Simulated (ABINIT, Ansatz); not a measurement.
**TlIO3 (R3m): G0W0 on several meshes in ABINIT**

How does the mesh move the gap of TlIO3 (R3m)?

Calculated with ABINIT 10.8.3; PBEsol and many-body steps on it, plane waves.

## Step 1: The structure

Symmetry: R3m, No. 160, trigonal system. The conventional cell has a = 6.302 Å, b = 6.302 Å, c = 7.966 Å, α = 90.00°, β = 90.00°, γ = 120.00°. Tl has 3 O at 2.94 Å nearest. Nearest to I lie 3 O at 1.82 Å. O has 1 I at 1.82 Å nearest. Farther neighbours and most contacts between anions are not listed.

The cell and positions are those that the Materials Project relaxed with its own functionals (PBE, PBE+U or r2SCAN), kept fixed. Spin-orbit coupling is left out unless a step names it.

## Step 2: Empty states on the mesh, 2×2×2 mesh, 192 bands

This step: ABINIT 10.8.3; DFT, PBEsol, plane waves, norm-conserving pseudopotentials.

The sums over transitions need many empty states on a uniform mesh; this step solves for them.

Input file run.abi:

```
acell 3*1.0 Angstrom
rprim 
  3.150792580489 1.819110944506 2.655433585300
  -3.150792580489 1.819110944506 2.655433585300
  0.000000000000 -3.638221889012 2.655433585300
ntypat 3
znucl 81 53 8
natom 5
typat 1 2 3 3 3
xred 
  0.008750850000 0.008750850000 0.008750850000
  0.501867330000 0.501867330000 0.501867330000
  0.903287650000 0.461897090000 0.461897090000
  0.461897090000 0.903287650000 0.461897090000
  0.461897090000 0.461897090000 0.903287650000
pp_dirpath "pseudos"
pseudos "Tl.upf, I.upf, O.upf"
ecut 42
ngkpt 2 2 2
nshiftk 1
shiftk 0 0 0
kptopt 1
chksymbreak 0
iscf -2
irdden 1
istwfk *1
nband 192
nbdbuf 16
tolwfr 1e-09
nstep 60
prtvol 0
indata_prefix "in"
outdata_prefix "out"
tmpdata_prefix "tmp"
```

Started as:

```bash
$ OMP_NUM_THREADS=1 mpirun -n 4 abinit run.abi > log
```

Numbers of over 12 decimals in the logs are rounded to 6 here.

The program printed:

```text
.Version 10.8.3 of ABINIT. v10.8.2 released Aug 2026.

 Symmetries : space group R3 m (#160); Bravais hR (rhombohedral)
[... echo of the input left out ...]
== DATASET  1 ==================================================================
-   mpi_nproc: 4, omp_nthreads: 1 (-1 if OMP is not activated)

--- !DatasetInfo
iteration_state: {dtset: 1, }
dimensions: {natom: 5, nkpt: 4, mband: 192, nsppol: 1, nspinor: 1, nspden: 1, mpw: 8025, }
cutoff_energies: {ecut:  42.0, pawecutdg:  -1.0, }
[...]
2.84910    2.86567    2.86567    2.87747    2.88875    2.90726    2.90726    2.91722
   2.92084    2.92084    2.93732    2.93733    2.95568    2.96455    3.00605    3.00794
 prteigrs : prtvol=0 or 1, do not print more k-points.

== END DATASET(S) ==============================================================
================================================================================

 -outvars: echo values of variables after computation  --------
            nband         192
             nkpt           4
          spgroup         160
 [... the other variables as echoed above ...]

 Calculation completed.
```

Elapsed: 68 s, on 4 MPI ranks of Arm Neoverse V1, shared host; peak memory 0.46 GiB; 4.5 min of CPU time.

Numbers from this step:

```
gap                                                           : 2.690 eV
k of the valence top                                          : 0.5, 0.5, 0.5
k of the conduction bottom                                    : 0.5, 0.5, 0.5
least direct gap                                              : 2.690 eV
k points computed                                             : 4
lowest point of the top converged band, above the valence top : 74.2204 eV
```

On this mesh the gap is 2.690 eV.

The density comes from a self-consistent run that is not shown.

## Step 3: Screening, 2×2×2 mesh, 88 bands, screening to 114.3 eV

The RPA dielectric matrix is built and inverted for each q.

This step: RPA screening on PBEsol, plane waves, norm-conserving pseudopotentials.

Edit run.abi of step 2 so:

```diff
@@ -23,10 +23,11 @@
 chksymbreak 0
-iscf -2
-irdden 1
 istwfk *1
-nband 192
-nbdbuf 16
-tolwfr 1e-09
-nstep 60
-prtvol 0
+occopt 1
+irdwfk 1
+optdriver 3
+nband 88
+ecuteps 4.2
+inclvkb 2
+awtr 1
+symchi 1
 indata_prefix "in"
```

The program printed:

```text
.Version 10.8.3 of ABINIT. v10.8.2 released Aug 2026.

 Symmetries : space group R3 m (#160); Bravais hR (rhombohedral)
[... echo of the input left out ...]
== DATASET  1 ==================================================================
-   mpi_nproc: 4, omp_nthreads: 1 (-1 if OMP is not activated)

--- !DatasetInfo
iteration_state: {dtset: 1, }
dimensions: {natom: 5, nkpt: 4, mband: 88, nsppol: 1, nspinor: 1, nspden: 1, mpw: 8025, }
cutoff_energies: {ecut:  42.0, pawecutdg:  -1.0, }
electrons: {nelect:   5.60000000E+01, charge:   0.00000000E+00, occopt:   1.00000000E+00, tsmear:   1.00000000E-02, }

 SCREENING: Calculation of the susceptibility and dielectric matrices

 Based on a program developped by R.W. Godby, V. Olevano, G. Onida, and L. Reining.
 Incorporated in ABINIT by V. Olevano, G.-M. Rignanese, and M. Torrent.
.Using double precision arithmetic ; gwpc =  8

[... cell and pseudopotentials left out ...]
--------------------------------------------------------------------------------

 ==== K-mesh for the wavefunctions ====
 Number of points in the irreducible wedge :     4
[... list of points left out ...]
 Together with  6 symmetry operations and time-reversal symmetry
 yields     8 points in the full Brillouin Zone.

 ==== Q-mesh for the screening function ====
 Number of points in the irreducible wedge :     4
[... list of points left out ...]
 Together with  6 symmetry operations and time-reversal symmetry
 yields     8 points in the full Brillouin Zone.

 setmesh: FFT mesh size selected  =    36x   36x   36
          total number of points  =        46656

 vcoul_init : cutoff-mode = AUXILIARY_FUNCTION
 q-points for optical limit:   1
     1)      0.000010    0.000020    0.000030

- screening: taking advantage of time-reversal symmetry
- Maximum band index for partially occupied states nbvw = 28
- Remaining bands to be divided among processors   nbcw = 60
- Number of bands treated by each node ~15

 Number of electrons calculated from density =   56.0000; Expected =   56.0000
 average of density, n =  0.090871
 r_s =    1.3798
 omega_plasma =   29.0783 [eV]

 calculating chi0 at frequencies [eV] :
  1    0.000000E+00    0.000000E+00
  2    0.000000E+00    2.907826E+01

--------------------------------------------------------------------------------
  q-point number  1        q = ( 0.000000, 0.000000, 0.000000) [r.l.u.]
--------------------------------------------------------------------------------
[... chi0 elements left out ...]
 For q-point:  0.000010 0.000020 0.000030
  dielectric constant =   5.1656
  dielectric constant without local fields =   6.1724

  Average fulfillment of the sum rule on Im[epsilon] for q-point    1 :     43.01  [%]
[... wings left out ...]
  q-point number  2        q = ( 0.500000, 0.000000, 0.000000) [r.l.u.]
--------------------------------------------------------------------------------
[... chi0 elements left out ...]
  Average fulfillment of the sum rule on Im[epsilon] for q-point    2 :     52.31  [%]

 [... 2 further q-points ...]
```

Run time: 17 s. Hardware: 4 MPI ranks; peak memory 1 GiB; 69 s of CPU time.

Numbers from this step:

* ε∞ with local fields, on this mesh, along the program's q direction: 5.166
* the same without local fields: 6.172
* plasma frequency: 29.08 eV
* plane waves in the screening matrix: 251

Local fields lower ε∞ by 16 %. On a Γ-centred mesh this coarse the value itself is usually too large, while a short band sum pulls it down.

## Step 4: 2×2×2

The self-energy is evaluated for the states that the input lists, and the levels follow from it, in one-shot runs by the linearised quasiparticle equation.

This step: G0W0 on PBEsol, plane waves, norm-conserving pseudopotentials.

Edit run.abi of step 3 so:

```diff
@@ -26,8 +26,17 @@
 irdwfk 1
-optdriver 3
+optdriver 4
 nband 88
+gwcalctyp 0
+ecutsigx 42
+symsigma 1
+nkptgw 2
+kptgw 
+  0.5000000000 0.5000000000 0.5000000000
+  0.0000000000 0.0000000000 0.0000000000
+bdgw 
+  27 30
+  27 31
 ecuteps 4.2
-inclvkb 2
-awtr 1
-symchi 1
+irdscr 1
+ppmodel 1
 indata_prefix "in"
```

The program printed:

```text
.Version 10.8.3 of ABINIT. v10.8.2 released Aug 2026.

 Symmetries : space group R3 m (#160); Bravais hR (rhombohedral)
[... echo of the input left out ...]
== DATASET  1 ==================================================================
-   mpi_nproc: 4, omp_nthreads: 1 (-1 if OMP is not activated)

--- !DatasetInfo
iteration_state: {dtset: 1, }
dimensions: {natom: 5, nkpt: 4, mband: 88, nsppol: 1, nspinor: 1, nspden: 1, mpw: 8025, }
cutoff_energies: {ecut:  42.0, pawecutdg:  -1.0, }
electrons: {nelect:   5.60000000E+01, charge:   0.00000000E+00, occopt:   1.00000000E+00, tsmear:   1.00000000E-02, }

 SIGMA: Calculation of the GW corrections

 Based on a program developped by R.W. Godby, V. Olevano, G. Onida, and L. Reining.
 Incorporated in ABINIT by V. Olevano, G.-M. Rignanese, and M. Torrent.
.Using double precision arithmetic ; gwpc =  8

[... cell and pseudopotentials left out ...]
--------------------------------------------------------------------------------

 ==== K-mesh for the wavefunctions ====
 Number of points in the irreducible wedge :     4
[... list of points left out ...]
 Together with  6 symmetry operations and time-reversal symmetry
 yields     8 points in the full Brillouin Zone.

 ==== Q-mesh for screening function ====
 Number of points in the irreducible wedge :     4
[... list of points left out ...]
 Together with  6 symmetry operations and time-reversal symmetry
 yields     8 points in the full Brillouin Zone.

 vcoul_init : cutoff-mode = AUXILIARY_FUNCTION
 q-points for optical limit:   1
     1)      0.000010    0.000020    0.000030
 setmesh: FFT mesh size selected  =    50x   50x   50
          total number of points  =       125000

 Number of electrons calculated from density =   56.0000; Expected =   56.0000
 average of density, n =  0.090871
 r_s =    1.3798
 omega_plasma =   29.0783 [eV]

 === KS Band Gaps ===
  >>>> For spin  1
   Minimum direct gap =   2.6901 [eV], located at k-point      :   0.5000  0.5000  0.5000
   Fundamental gap    =   2.6901 [eV], Top of valence bands at :   0.5000  0.5000  0.5000
                                       Bottom of conduction at :   0.5000  0.5000  0.5000
 SIGMA fundamental parameters:
 PLASMON POLE MODEL  1
 number of plane-waves for SigmaX                 8025
 number of plane-waves for SigmaC and W            251
 number of plane-waves for wavefunctions          8025
 number of bands                                    88
 number of independent spin polarizations            1
 number of spinorial components                      1
 number of k-points in IBZ                           4
 number of q-points in IBZ                           4
 number of symmetry operations                       6
 number of k-points in BZ                            8
 number of q-points in BZ                            8
 number of frequencies for dSigma/dE                 9
 frequency step for dSigma/dE [eV]                0.25
 number of omega for Sigma on real axis              0
 max omega for Sigma on real axis  [eV]           0.00
 zcut for avoiding poles [eV]                     0.10

 EPSILON^-1 parameters (SCR file):
 dimension of the eps^-1 matrix on file            251
 dimension of the eps^-1 matrix used               251
 number of plane-waves for wavefunctions          8025
 number of bands                                    88
 number of q-points in IBZ                           4
 number of frequencies                               2
 number of real frequencies                          1
 number of imag frequencies                          1

 matrix elements of self-energy operator (all in [eV])

 Perturbative Calculation

--- !SelfEnergy_ee
iteration_state: {dtset: 1, }
kpoint     : [   0.500,    0.500,    0.500, ]
spin       : 1
KS_gap     :    2.690
QP_gap     :    4.195
Delta_QP_KS:    1.505
data: !SigmaeeData |
     Band     E0 <VxcDFT>   SigX SigC(E0)      Z dSigC/dE  Sig(E)    E-E0       E
       27   2.780 -19.497 -24.743   5.246   0.758  -0.319 -19.496   0.000   2.780
       28   3.307 -17.005 -20.797   3.319   0.796  -0.256 -17.382  -0.377   2.931
       29   5.998 -14.349 -10.474  -2.497   0.819  -0.221 -13.221   1.128   7.126
       30   5.998 -14.349 -10.474  -2.497   0.819  -0.221 -13.221   1.128   7.126

--- !SelfEnergy_ee
iteration_state: {dtset: 1, }
kpoint     : [   0.000,    0.000,    0.000, ]
spin       : 1
KS_gap     :    7.479
QP_gap     :    8.903
Delta_QP_KS:    1.423
data: !SigmaeeData |
     Band     E0 <VxcDFT>   SigX SigC(E0)      Z dSigC/dE  Sig(E)    E-E0       E
       27   1.971 -18.303 -23.150   4.777   0.764  -0.309 -18.357  -0.053   1.918
       28   2.282 -18.735 -24.157   5.294   0.758  -0.319 -18.832  -0.097   2.185
       29   9.761 -10.889  -6.042  -3.275   0.844  -0.186  -9.562   1.327  11.088
       30  10.035 -15.645 -10.508  -2.992   0.805  -0.242 -13.918   1.727  11.762
       31  10.035 -15.645 -10.508  -2.992   0.805  -0.242 -13.918   1.727  11.762

== END DATASET(S) ==============================================================
================================================================================

 -outvars: echo values of variables after computation  --------
           etotal      0.0000000000E+00
            nband          88
             nkpt           4
          spgroup         160
 [... the other variables as echoed above ...]

 Calculation completed.
```

Wall time 6.7 s (4 MPI ranks); peak memory 0.7 GiB; 27 s of CPU time.

This step gave:

| Property | Result |
| --- | --- |
| G0W0 gap on the points computed | 4.195 eV |
| starting gap on the mesh | 2.690 eV |
| k of the valence top | 0.5, 0.5, 0.5 |
| k of the conduction bottom | 0.5, 0.5, 0.5 |
| Z at the valence top | 0.796 |
| Z at the conduction bottom | 0.819 |
| least direct G0W0 gap on the computed points | 4.195 eV |

The gap on the mesh goes from 2.69 eV to 4.20 eV, a correction of +1.50 eV.

## Step 5: Empty states on the mesh, 4×4×4 mesh, 96 bands

This step: DFT, PBEsol, plane waves, norm-conserving pseudopotentials.

Edit run.abi of step 4 so:

```diff
@@ -18,3 +18,3 @@
 ecut 42
-ngkpt 2 2 2
+ngkpt 4 4 4
 nshiftk 1
@@ -23,20 +23,10 @@
 chksymbreak 0
+iscf -2
+irdden 1
 istwfk *1
-occopt 1
-irdwfk 1
-optdriver 4
-nband 88
-gwcalctyp 0
-ecutsigx 42
-symsigma 1
-nkptgw 2
-kptgw 
-  0.5000000000 0.5000000000 0.5000000000
-  0.0000000000 0.0000000000 0.0000000000
-bdgw 
-  27 30
-  27 31
-ecuteps 4.2
-irdscr 1
-ppmodel 1
+nband 96
+nbdbuf 8
+tolwfr 1e-09
+nstep 60
+prtvol 0
 indata_prefix "in"
```

The program printed:

```text
.Version 10.8.3 of ABINIT. v10.8.2 released Aug 2026.

 Symmetries : space group R3 m (#160); Bravais hR (rhombohedral)
[... echo of the input left out ...]
== DATASET  1 ==================================================================
-   mpi_nproc: 4, omp_nthreads: 1 (-1 if OMP is not activated)

--- !DatasetInfo
iteration_state: {dtset: 1, }
dimensions: {natom: 5, nkpt: 13, mband: 96, nsppol: 1, nspinor: 1, nspden: 1, mpw: 8038, }
cutoff_energies: {ecut:  42.0, pawecutdg:  -1.0, }
[...]
1.42782    1.47854    1.47854    1.48607    1.51672    1.51672    1.53392    1.53845
   1.53845    1.56331    1.59902    1.59902    1.60761    1.60762    1.60785    1.64490
 prteigrs : prtvol=0 or 1, do not print more k-points.

== END DATASET(S) ==============================================================
================================================================================

 -outvars: echo values of variables after computation  --------
            nband          96
             nkpt          13
          spgroup         160
 [... the other variables as echoed above ...]

 Calculation completed.
```

The job ended after 100 s (4 MPI ranks; peak memory 0.47 GiB).

Numbers from this step:

* gap: 2.690 eV
* k of the valence top: 0.5, 0.5, 0.5
* k of the conduction bottom: 0.5, 0.5, 0.5
* least direct gap: 2.690 eV
* k points computed: 13
* lowest point of the top converged band, above the valence top: 38.56 eV

On this mesh the gap is 2.690 eV.

## Step 6: Screening, 4×4×4 mesh, 88 bands, screening to 114.3 eV

This step: RPA screening on PBEsol, plane waves, norm-conserving pseudopotentials.

Edit run.abi of step 5 so:

```diff
@@ -23,10 +23,11 @@
 chksymbreak 0
-iscf -2
-irdden 1
 istwfk *1
-nband 96
-nbdbuf 8
-tolwfr 1e-09
-nstep 60
-prtvol 0
+occopt 1
+irdwfk 1
+optdriver 3
+nband 88
+ecuteps 4.2
+inclvkb 2
+awtr 1
+symchi 1
 indata_prefix "in"
```

The program printed:

```text
.Version 10.8.3 of ABINIT. v10.8.2 released Aug 2026.

 Symmetries : space group R3 m (#160); Bravais hR (rhombohedral)
[... echo of the input left out ...]
== DATASET  1 ==================================================================
-   mpi_nproc: 4, omp_nthreads: 1 (-1 if OMP is not activated)

--- !DatasetInfo
iteration_state: {dtset: 1, }
dimensions: {natom: 5, nkpt: 13, mband: 88, nsppol: 1, nspinor: 1, nspden: 1, mpw: 8038, }
cutoff_energies: {ecut:  42.0, pawecutdg:  -1.0, }
electrons: {nelect:   5.60000000E+01, charge:   0.00000000E+00, occopt:   1.00000000E+00, tsmear:   1.00000000E-02, }

 SCREENING: Calculation of the susceptibility and dielectric matrices

 Based on a program developped by R.W. Godby, V. Olevano, G. Onida, and L. Reining.
 Incorporated in ABINIT by V. Olevano, G.-M. Rignanese, and M. Torrent.
.Using double precision arithmetic ; gwpc =  8

[... cell and pseudopotentials left out ...]
--------------------------------------------------------------------------------

 ==== K-mesh for the wavefunctions ====
 Number of points in the irreducible wedge :    13
[... list of points left out ...]
 Together with  6 symmetry operations and time-reversal symmetry
 yields    64 points in the full Brillouin Zone.

 ==== Q-mesh for the screening function ====
 Number of points in the irreducible wedge :    13
[... list of points left out ...]
 Together with  6 symmetry operations and time-reversal symmetry
 yields    64 points in the full Brillouin Zone.

 setmesh: FFT mesh size selected  =    36x   36x   36
          total number of points  =        46656

 vcoul_init : cutoff-mode = AUXILIARY_FUNCTION
 q-points for optical limit:   1
     1)      0.000010    0.000020    0.000030

- screening: taking advantage of time-reversal symmetry
- Maximum band index for partially occupied states nbvw = 28
- Remaining bands to be divided among processors   nbcw = 60
- Number of bands treated by each node ~15

 Number of electrons calculated from density =   56.0000; Expected =   56.0000
 average of density, n =  0.090871
 r_s =    1.3798
 omega_plasma =   29.0783 [eV]

 calculating chi0 at frequencies [eV] :
  1    0.000000E+00    0.000000E+00
  2    0.000000E+00    2.907826E+01

--------------------------------------------------------------------------------
  q-point number  1        q = ( 0.000000, 0.000000, 0.000000) [r.l.u.]
--------------------------------------------------------------------------------
[... chi0 elements left out ...]
 For q-point:  0.000010 0.000020 0.000030
  dielectric constant =   4.2523
  dielectric constant without local fields =   5.0314

  Average fulfillment of the sum rule on Im[epsilon] for q-point    1 :     43.11  [%]
[... wings left out ...]
  q-point number  2        q = ( 0.250000, 0.000000, 0.000000) [r.l.u.]
--------------------------------------------------------------------------------
[... chi0 elements left out ...]
  Average fulfillment of the sum rule on Im[epsilon] for q-point    2 :     58.92  [%]

 [... 11 further q-points ...]
```

It took 3.4 min on 4 MPI ranks; peak memory 2.2 GiB.

Numbers from this step:

```
ε∞ with local fields, on this mesh, along the program's q direction : 4.252
the same without local fields                                       : 5.031
plasma frequency                                                    : 29.08 eV
plane waves in the screening matrix                                 : 251
```

(Part 1 of 2 ends here.)

[Paths, hosts, dates, memory and timing lines, banners, echoed tables and standing remarks are left out of the program output.]

[Logs are printed without paths, hosts, clocks, repeated set-up lines and the standing remarks that a program may print on its own settings, such as how far it seeks lower states.]

[Runs of the session that timed out or met a known fault of the program may be left out.]

[No measured gap is set beside runs whose start may be inverted or whose files or cutoffs have a known fault.]

[Hosts, paths, dates, database ids (printed as entryN), source tags and the programs' standing remarks are cut or masked in the printed files.]

[G0W0 gaps are taken among the corrected bands and points alone; a level outside them can change the order at an edge.]

[Where Ansatz stands beside ABINIT at settings called matched, ABINIT's density can come from a denser mesh and the files from another edition; pairs whose starting gaps differed by over 0.03 eV were left out, so agreement reads better than it is.]
